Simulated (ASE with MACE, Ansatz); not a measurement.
# Boundary energy of (10-13) twin boundary in hcp Co (70 atoms)

What is the boundary energy of this cell, counted against the bulk crystal, and how far does it hang on functional and mesh?

Calculated with Ansatz 0.2.0: Kohn-Sham DFT, PBE, PAW (set soft_2), plane waves; cutoff 420 eV, fermi-dirac smearing of 0.1 eV, spin polarised, started with 70 parallel moments, ending at 113.7 μB in the cell. Cutoffs: 420 eV for PBE and PBEsol; 500 eV for r2SCAN.

**The cells**

The cell holds 70 atoms: 70 Co. Its edges and angles: a = 8.488 Å, b = 4.980 Å, c = 20.528 Å, α = 90.0°, β = 90.0°, γ = 116.1°. It derives from Co. The starting structure: Two grains of Co, one the mirror image of the other in the boundary plane, two boundaries a cell; of 6 trial joints (lateral shifts, openings, close atoms taken out) the lowest after a short relaxation with the MACE-MP-0b2 potential was kept (shift [0, 0] of the surface cell, opening 0.00 Å, one of each pair under 1.74 Å removed), then its atoms and the cell's length along the normal were relaxed with that potential. Lattice constants are starting values near those of PBE.

The bulk reference is Co2 in a cell of 2 atoms, 10.819 Å³ an atom.

The input of the single point on the relaxed cell:

```yaml
crystal:
  lattice:
    - [8.48774, 0.0, 0.0]
    - [-2.19143, 4.47192, 0.0]
    - [0.0, 0.0, 20.52796]
  atoms:
    - { symbol: Co, position: [0.23925, 0.42957, 0.99974], spin: 1.7 }
    - { symbol: Co, position: [0.93459, 0.20082, 0.05402], spin: 1.7 }
    - { symbol: Co, position: [0.48735, 0.36574, 0.05733], spin: 1.7 }
    - { symbol: Co, position: [0.18343, 0.13752, 0.10209], spin: 1.7 }
    [... 64 atom lines left out ...]
    - { symbol: Co, position: [0.62491, 0.71853, 0.56002], spin: 1.7 }
    - { symbol: Co, position: [0.15972, 0.87009, 0.55646], spin: 1.7 }
magnetization:
  spin_polarized: true
kpoints:
  mp_grid: { grid: [5, 8, 2] }
hamiltonian:
  xc: pbe
scf:
  occupations: { method: fermi_dirac, width: 0.1 }
  lower_state_search: "off"
output:
  forces: true
  stress: true
  populations: true
  dos:
    method: { smearing: { sigma: 0.08 } }
    de: 0.1
    projected:
      site_lists:
        Co: [Co]
        lower_grain: [... 38 sites ...]
        upper_grain: [... 32 sites ...]
  eigenvalues: true
  write_density: true
  write_potential: true
  volumetric_format: npy
```

| cell | formula | k-mesh | relaxation steps | gain on relaxing (eV) | free energy, PBE (eV) | moment (μB) | time of its runs on this page |
| --- | --- | --- | --- | --- | --- | --- | --- |
| (10-13) twin boundary in hcp Co | Co70 | 5×8×2 (relaxed on 3×5×1) | 3 | 0.09 | -358826.798 | 113.7 | 7.8 min |
| bulk Co | Co2 | 26×26×14 | - | - | -10252.333 | 3.2 | 26 s |

**Boundary energy**

The excess is the cell's free energy less 35 times that of the bulk cell. It is divided by twice the area, as the cell holds two boundaries, so the value is their mean, and they need not be alike (37.96 Å²), with 1 eV/Å² = 16.022 J/m².

```
           level  k-mesh  excess (eV)  boundary energy (J/m²)  per area (meV/Å²)
             PBE   5×8×2        4.858                   1.025               64.0
PBE, denser mesh  6×10×2        4.838                   1.021               63.7
          r2SCAN   5×8×2        4.608                   0.973               60.7
          PBEsol   5×8×2        5.690                   1.201               75.0
```

Worked for the first row at PBE: (-358826.798) − 35 × (-10252.333) = 4.858 eV (from unrounded energies).

Then 4.858 / (2 × 37.96) × 16.022 = 1.025 J/m².

**Neighbours**

Bonds by pair of elements; cutoffs follow the first minimum of g(r), held within bounds set by covalent radii, and pairs that aren't listed don't count as bonded:

| pair A-B | cutoff (Å) | bonds | mean length (Å) | spread (Å) | shortest (Å) | B about A | A about B |
| --- | --- | --- | --- | --- | --- | --- | --- |
| Co-Co | 2.93 | 406 | 2.48 | 0.038 | 2.23 | 11.6 | 11.6 |

How many atoms have how many bonded neighbours:

| element | mean | 9 | 10 | 11 | 12 |
| --- | --- | --- | --- | --- | --- |
| Co | 11.6 | 4 | 4 | 8 | 54 |

**Findings**

At PBE the boundary energy is 1.03 J/m². At the same geometries the levels give 0.97 (r2SCAN) to 1.20 J/m² (PBEsol) and the denser mesh leaves it within 0.01 J/m². Relaxing the atoms lowered it by 0.018 J/m² from the start (on the 3×5×1 mesh of the relaxation), and the farthest atom moved 0.06 Å. By these cutoffs 16 of 70 Co atoms differ from the commonest count of 12.

Limits: The cell edges were held, so the lattice is the typed one for every functional, and the length along the normal is the one that the machine-learned potential gave. Cell and bulk are sampled on unlike meshes, and the error grows with the number of atoms subtracted. These are free energies under a smearing of 0.1 eV, whose entropy term isn't removed. The joint was picked among a few trials by a machine-learned potential, and a lower one may exist. The run was spin polarised, started with 70 parallel moments, ending at 113.7 μB in the cell; that starting order needn't be the real material's, and it bears on forces, charges and levels. In some runs the program notes that positions were snapped to a detected symmetry. Spin-polarised runs here had the search for other magnetic states switched off.

[Logs are printed without paths, hosts, clocks, repeated set-up lines and the standing remarks that a program may print on its own settings, such as how far it seeks lower states.]

[Hosts, paths, dates, database ids (printed as entryN), source tags and the programs' standing remarks are cut or masked in the printed files.]
